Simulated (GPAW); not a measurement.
## A GW chain in GPAW: CsCu2I3 (Cmcm)

Wanted: ground state, empty states, screening and self-energy for CsCu2I3 (Cmcm).

Calculated with GPAW 26.7.0; LDA and many-body steps on it, plane waves.

Most raw output is cut from this account.

### Step 1. Set-up

It takes space group Cmcm (No. 63, orthorhombic). The conventional cell has a = 10.548 Å, b = 13.172 Å, c = 6.097 Å, α = 90.00°, β = 90.00°, γ = 90.00°. Cs has 10 I at 3.88 to 4.47 Å nearest. Nearest to Cu lie 4 I at 2.60 to 2.70 Å. Nearest to I lie 4 Cu at 2.70 Å and 2 Cs at 4.09 Å. Nearest to I lie 2 Cu at 2.60 Å and 4 Cs at 3.88 to 4.47 Å. Farther neighbours and most contacts between anions are not listed.

The cell and positions come from the Crystallography Open Database and are kept as given unless a step says otherwise. Spin-orbit coupling is left out unless a step names it.

### Step 2. Ground state

This step: GPAW 26.7.0; DFT, LDA, plane waves, PAW.

The ground-state density comes first.

run.py

```python
import json
import numpy as np
from gpaw.mpi import world
from ase import Atoms
from gpaw import GPAW, PW, FermiDirac

atoms = Atoms(['Cs', 'Cs', 'Cu', 'Cu', 'Cu', 'Cu', 'I', 'I', 'I', 'I', 'I', 'I'],
    cell=[[5.2739500000, -6.5862500000, 0.0000000000],
      [5.2739500000, 6.5862500000, 0.0000000000],
      [0.0000000000, 0.0000000000, 6.0971800000]],
    scaled_positions=[[0.3278000000, 0.6722000000, 0.2500000000],
      [0.6722000000, 0.3278000000, 0.7500000000],
      [0.8510000000, 0.8510000000, 0.0000000000],
      [0.1490000000, 0.1490000000, 0.5000000000],
      [0.1490000000, 0.1490000000, 0.0000000000],
      [0.8510000000, 0.8510000000, 0.5000000000],
      [0.8796000000, 0.1204000000, 0.2500000000],
      [0.1204000000, 0.8796000000, 0.7500000000],
      [0.8360000000, 0.5980000000, 0.2500000000],
      [0.1640000000, 0.4020000000, 0.7500000000],
      [0.5980000000, 0.8360000000, 0.7500000000],
      [0.4020000000, 0.1640000000, 0.2500000000]],
    pbc=(True, True, True))
calc = GPAW(mode=PW(600),
    xc='LDA',
    kpts={'size': (4, 4, 4), 'gamma': True},
    occupations=FermiDirac(0.001),
    nbands=-12,
    convergence={'density': 1e-6, 'bands': -3},
    maxiter=100,
    txt='gs.txt')
atoms.calc = calc
res = {'energy': atoms.get_potential_energy()}
kpts = calc.get_ibz_k_points()
res['kpts'] = kpts
res['eigenvalues'] = [calc.get_eigenvalues(kpt=k) for k in range(len(kpts))]
res['n_electrons'] = calc.get_number_of_electrons()
calc.write('gs.gpw')

if world.rank == 0:
    with open('result.json', 'w') as f:
        json.dump(res, f, default=lambda x: x.tolist())
```

Started as:

```
mpirun -n 8 gpaw python run.py
```

The job ended after 1.7 min (8 MPI ranks of Arm Neoverse V2, shared host; peak memory 3.2 GiB).

This step gave:

```
total energy               : -39.51 eV
gap                        : 1.781 eV
k of the valence top       : 0, 0, 0
k of the conduction bottom : 0, 0, 0
least direct gap           : 1.781 eV
```

The gap is direct, at Γ.

### Step 3. Bands along the symmetry lines

The cheap functional maps the bands first; the places of the edges decide which points the dearer methods must see.

run.py

```python
import json
import numpy as np
from gpaw.mpi import world
from gpaw import GPAW

path = [[0.000000, 0.000000, 0.000000],
    [-0.062500, 0.062500, 0.000000],
    [-0.125000, 0.125000, 0.000000],
    [-0.187500, 0.187500, 0.000000],
    [-0.250000, 0.250000, 0.000000],
    [-0.312500, 0.312500, 0.000000],
    [-0.375000, 0.375000, 0.000000],
    [-0.437500, 0.437500, 0.000000],
    [-0.500000, 0.500000, 0.000000],
    [-0.488788, 0.511212, 0.000000],
    [-0.477575, 0.522425, 0.000000],
    [-0.466363, 0.533637, 0.000000],
    [-0.455150, 0.544850, 0.000000],
    [-0.443938, 0.556062, 0.000000],
    [-0.432726, 0.567274, 0.000000],
    [-0.421513, 0.578487, 0.000000],
    [-0.410301, 0.589699, 0.000000],
    [0.410301, 0.410301, 0.000000],
    [0.359013, 0.359013, 0.000000],
    [0.307726, 0.307726, 0.000000],
    [0.256438, 0.256438, 0.000000],
    [0.205150, 0.205150, 0.000000],
    [0.153863, 0.153863, 0.000000],
    [0.102575, 0.102575, 0.000000],
    [0.051288, 0.051288, 0.000000],
    [0.000000, 0.000000, 0.000000],
    [0.000000, 0.000000, 0.062500],
    [0.000000, 0.000000, 0.125000],
    [0.000000, 0.000000, 0.187500],
    [0.000000, 0.000000, 0.250000],
    [0.000000, 0.000000, 0.312500],
    [0.000000, 0.000000, 0.375000],
    [0.000000, 0.000000, 0.437500],
    [0.000000, 0.000000, 0.500000],
    [0.051288, 0.051288, 0.500000],
    [0.102575, 0.102575, 0.500000],
    [0.153863, 0.153863, 0.500000],
    [0.205150, 0.205150, 0.500000],
    [0.256438, 0.256438, 0.500000],
    [0.307726, 0.307726, 0.500000],
    [0.359013, 0.359013, 0.500000],
    [0.410301, 0.410301, 0.500000],
    [-0.410301, 0.589699, 0.500000],
    [-0.421513, 0.578487, 0.500000],
    [-0.432726, 0.567274, 0.500000],
    [-0.443938, 0.556062, 0.500000],
    [-0.455150, 0.544850, 0.500000],
    [-0.466363, 0.533637, 0.500000],
    [-0.477575, 0.522425, 0.500000],
    [-0.488788, 0.511212, 0.500000],
    [-0.500000, 0.500000, 0.500000],
    [-0.500000, 0.500000, 0.437500],
    [-0.500000, 0.500000, 0.375000],
    [-0.500000, 0.500000, 0.312500],
    [-0.500000, 0.500000, 0.250000],
    [-0.500000, 0.500000, 0.187500],
    [-0.500000, 0.500000, 0.125000],
    [-0.500000, 0.500000, 0.062500],
    [-0.500000, 0.500000, 0.000000],
    [0.000000, 0.000000, 0.000000],
    [0.000000, 0.062500, 0.000000],
    [0.000000, 0.125000, 0.000000],
    [0.000000, 0.187500, 0.000000],
    [0.000000, 0.250000, 0.000000],
    [0.000000, 0.312500, 0.000000],
    [0.000000, 0.375000, 0.000000],
    [0.000000, 0.437500, 0.000000],
    [0.000000, 0.500000, 0.000000],
    [0.000000, 0.500000, 0.062500],
    [0.000000, 0.500000, 0.125000],
    [0.000000, 0.500000, 0.187500],
    [0.000000, 0.500000, 0.250000],
    [0.000000, 0.500000, 0.312500],
    [0.000000, 0.500000, 0.375000],
    [0.000000, 0.500000, 0.437500],
    [0.000000, 0.500000, 0.500000],
    [0.000000, 0.437500, 0.500000],
    [0.000000, 0.375000, 0.500000],
    [0.000000, 0.312500, 0.500000],
    [0.000000, 0.250000, 0.500000],
    [0.000000, 0.187500, 0.500000],
    [0.000000, 0.125000, 0.500000],
    [0.000000, 0.062500, 0.500000],
    [0.000000, 0.000000, 0.500000],
    [-0.062500, 0.062500, 0.500000],
    [-0.125000, 0.125000, 0.500000],
    [-0.187500, 0.187500, 0.500000],
    [-0.250000, 0.250000, 0.500000],
    [-0.312500, 0.312500, 0.500000],
    [-0.375000, 0.375000, 0.500000],
    [-0.437500, 0.437500, 0.500000],
    [-0.500000, 0.500000, 0.500000]]
calc = GPAW('gs.gpw').fixed_density(kpts=path,
    symmetry='off',
    nbands=62,
    convergence={'bands': 58},
    txt='bands.txt')
res = {}
kpts = calc.get_ibz_k_points()
res['kpts'] = kpts
res['eigenvalues'] = [calc.get_eigenvalues(kpt=k) for k in range(len(kpts))]
res['n_electrons'] = calc.get_number_of_electrons()

if world.rank == 0:
    with open('result.json', 'w') as f:
        json.dump(res, f, default=lambda x: x.tolist())
```

Started as:

```
mpirun -n 8 gpaw python run.py
```

The job ended after 6.9 min (8 MPI ranks; peak memory 4.8 GiB).

This step gave:

| Property | Result |
| --- | --- |
| gap | 1.781 eV |
| k of the valence top | 0, 0, 0 |
| k of the conduction bottom | 0, 0, 0 |
| least direct gap | 1.781 eV |

The gap is 1.781 eV, as in the run before at this level.

Electronic bands along the path, in eV, zero at the top of the highest filled band:

```
     point  band 49  band 50  band 51  band 52  band 53  band 54  band 55  band 56
         Γ    -0.67    -0.21    -0.19     0.00     1.78     2.90     2.99     2.99
   halfway    -0.70    -0.55    -0.20    -0.12     2.50     3.02     3.20     3.26
         Y    -0.75    -0.73    -0.25    -0.21     3.05     3.25     3.42     3.52
   halfway    -0.75    -0.70    -0.25    -0.22     3.05     3.25     3.41     3.54
        C0    -0.74    -0.65    -0.26    -0.23     3.06     3.27     3.39     3.62
jump to Σ0    -0.74    -0.65    -0.26    -0.23     3.06     3.27     3.39     3.62
   halfway    -0.60    -0.36    -0.27    -0.24     2.55     3.02     3.21     3.32
         Γ    -0.67    -0.21    -0.19     0.00     1.78     2.90     2.99     2.99
   halfway    -0.57    -0.41    -0.26    -0.11     2.46     2.77     3.11     3.16
         Z    -0.41    -0.41    -0.37    -0.37     2.57     2.57     2.83     2.83
   halfway    -0.47    -0.47    -0.38    -0.38     2.95     2.95     3.12     3.12
        A0    -0.48    -0.48    -0.33    -0.33     3.60     3.60     3.68     3.68
jump to E0    -0.48    -0.48    -0.33    -0.33     3.60     3.60     3.68     3.68
   halfway    -0.47    -0.47    -0.33    -0.33     3.64     3.64     3.79     3.79
         T    -0.46    -0.46    -0.33    -0.33     3.64     3.64     3.85     3.85
   halfway    -0.70    -0.65    -0.34    -0.22     3.38     3.49     3.52     3.97
         Y    -0.75    -0.73    -0.25    -0.21     3.05     3.25     3.42     3.52
 jump to Γ    -0.67    -0.21    -0.19     0.00     1.78     2.90     2.99     2.99
   halfway    -0.59    -0.43    -0.22    -0.09     2.27     3.04     3.11     3.15
         S    -0.67    -0.50    -0.26    -0.12     2.85     3.13     3.21     3.25
   halfway    -0.53    -0.51    -0.23    -0.18     2.64     3.07     3.19     3.39
         R    -0.42    -0.42    -0.38    -0.38     3.00     3.00     3.46     3.46
   halfway    -0.45    -0.45    -0.38    -0.38     2.79     2.79     3.09     3.09
         Z    -0.41    -0.41    -0.37    -0.37     2.57     2.57     2.83     2.83
   halfway    -0.42    -0.42    -0.40    -0.40     3.07     3.07     3.33     3.33
         T    -0.46    -0.46    -0.33    -0.33     3.64     3.64     3.85     3.85
```

### Step 4. Empty states on the mesh, 2×2×2 mesh, 971 bands

The sums over transitions need many empty states on a uniform mesh; this step solves for them.

run.py

```python
import json
import numpy as np
from gpaw.mpi import world
from gpaw import GPAW

calc = GPAW('gs.gpw').fixed_density(kpts={'size': (2, 2, 2), 'gamma': True},
    nbands=1132,
    convergence={'bands': 971},
    txt='nscf.txt')
calc.write('full.gpw', mode='all')
res = {}
kpts = calc.get_ibz_k_points()
res['kpts'] = kpts
res['eigenvalues'] = [calc.get_eigenvalues(kpt=k) for k in range(len(kpts))]
res['n_electrons'] = calc.get_number_of_electrons()

if world.rank == 0:
    with open('result.json', 'w') as f:
        json.dump(res, f, default=lambda x: x.tolist())
```

Started as:

```
mpirun -n 8 gpaw python run.py
```

Elapsed: 25 min, on 8 MPI ranks; peak memory 5.5 GiB.

This step gave:

```yaml
gap: 1.781 eV
k_of_the_valence_top: 0, 0, 0
k_of_the_conduction_bottom: 0, 0, 0
least_direct_gap: 1.781 eV
k_points_computed: 6
lowest_point_of_the_top_converged_band_above_the_valence_top: 90.3438 eV
```

On this mesh the gap is 1.781 eV.

### Step 5. Screening and self-energy, 2×2×2 mesh, 447 bands, screening to 60 eV

G0W0 replaces the xc potential by the self-energy, built once from these orbitals. Only a window of levels is corrected, while the sums run over the empty bands that the input names.

This step: G0W0 on LDA, plane waves, PAW.

run.py

```python
import json
import numpy as np
from gpaw.mpi import world
from gpaw.response.g0w0 import G0W0

gw = G0W0('full.gpw',
    filename='gw',
    kpts=[0],
    bands=(50, 54),
    ecut=60,
    nbands=447,
    integrate_gamma='WS',
    ppa=True)
gw.calculate()
res = {mode: {k: v for k, v in r.items() if k != 'sigma_eskwn'}
       for mode, r in gw.all_results.items()}

if world.rank == 0:
    with open('result.json', 'w') as f:
        json.dump(res, f, default=lambda x: x.tolist())
```

Started as:

```
mpirun -n 8 gpaw python run.py
```

Elapsed: 3.4 min, on 8 MPI ranks; peak memory 8.6 GiB.

Numbers from this step:

```yaml
g0w0_gap_on_the_points_computed: 3.456 eV
least_direct_g0w0_gap_on_the_computed_points: 3.456 eV
z_at_the_valence_top: 0.7549
z_at_the_conduction_bottom: 0.8277
starting_gap_on_the_mesh: 1.781 eV
k_of_the_valence_top: 0, 0, 0
k_of_the_conduction_bottom: 0, 0, 0
```

The gap on the mesh goes from 1.78 eV to 3.46 eV, a correction of +1.67 eV.

Limits: finite bands, cutoff and mesh; d shell near the gap, gap tends to lie low; no spin-orbit coupling; coarse k mesh. v1 is the top filled band, c1 the lowest empty one. Levels before and after the correction, in eV, zero at the valence-band top of each column:

```
           conduction bottom  valence top
Kohn-Sham               1.78         0.00
     G0W0               3.46         0.00
```

```
           level  energy (eV)
Kohn-Sham   Γ v2       -0.190
Kohn-Sham   Γ v1        0.000
Kohn-Sham   Γ c1        1.781
Kohn-Sham   Γ c2        2.900
     G0W0   Γ v2       -0.239
     G0W0   Γ v1        0.000
     G0W0   Γ c1        3.456
     G0W0   Γ c2        4.231
```

### Step 6. Where the time went

Times are wall times on 8 MPI ranks of Arm Neoverse V2, shared host, good to a factor of about two.

```
                          step     time  share  memory (GiB)
                  ground state  1.7 min    5 %           3.2
bands along the symmetry lines  6.9 min   19 %           4.8
      empty states on the mesh   25 min   67 %           5.5
     screening and self-energy  3.4 min    9 %           8.6
```

### Step 7. Summary of results

```json
{
  "LDA gap": "1.78 eV, direct",
  "G0W0 gap on the mesh": "3.46 eV",
  "GW settings": "2×2×2 mesh, 447 bands, screening to 60 eV, Godby-Needs plasmon pole",
  "known limits": "not at the basis limit; d shell near the gap, gap tends to lie low; no spin-orbit coupling; coarse k mesh"
}
```

G0W0 moves the gap on the mesh from 1.78 eV to 3.46 eV (+1.67 eV), with Z of 0.75 and 0.83 at the edges. Only 1 of the mesh's irreducible points was corrected, so a valley elsewhere could overtake. The dearest step here is «empty states on the mesh». Bands and cutoff are finite, so the gap is not at the basis limit. The miss can reach some tenths of an eV and take either sign; the mesh is an error of its own. These stock PAW sets were not made for GW; the filled d or f shell of I lies in the frozen core, which bears on start and correction. In the G0W0 run levels were corrected at 1 k point alone, so a gap called «on the mesh» is the least over those, and an edge elsewhere would be missed. The 2×2×2 mesh is coarse for this cell, which bears on the long-range parts of exchange and screening. A d shell, filled or nearly so, lies near the gap. One-shot GW converges very slowly in bands there, not always from below, and on a semilocal start the gap tends to come out low; starts rich in exact exchange can overshoot instead. The many-body steps are scalar-relativistic: spin-orbit coupling is not in them.

[Paths, hosts, dates, memory and timing lines, banners, echoed tables and standing remarks are left out of the program output.]

[Logs are printed without paths, hosts, clocks, repeated set-up lines and the standing remarks that a program may print on its own settings, such as how far it seeks lower states.]

[Runs of the session that timed out or met a known fault of the program may be left out.]

[Hosts, paths, dates, database ids (printed as entryN), source tags and the programs' standing remarks are cut or masked in the printed files.]
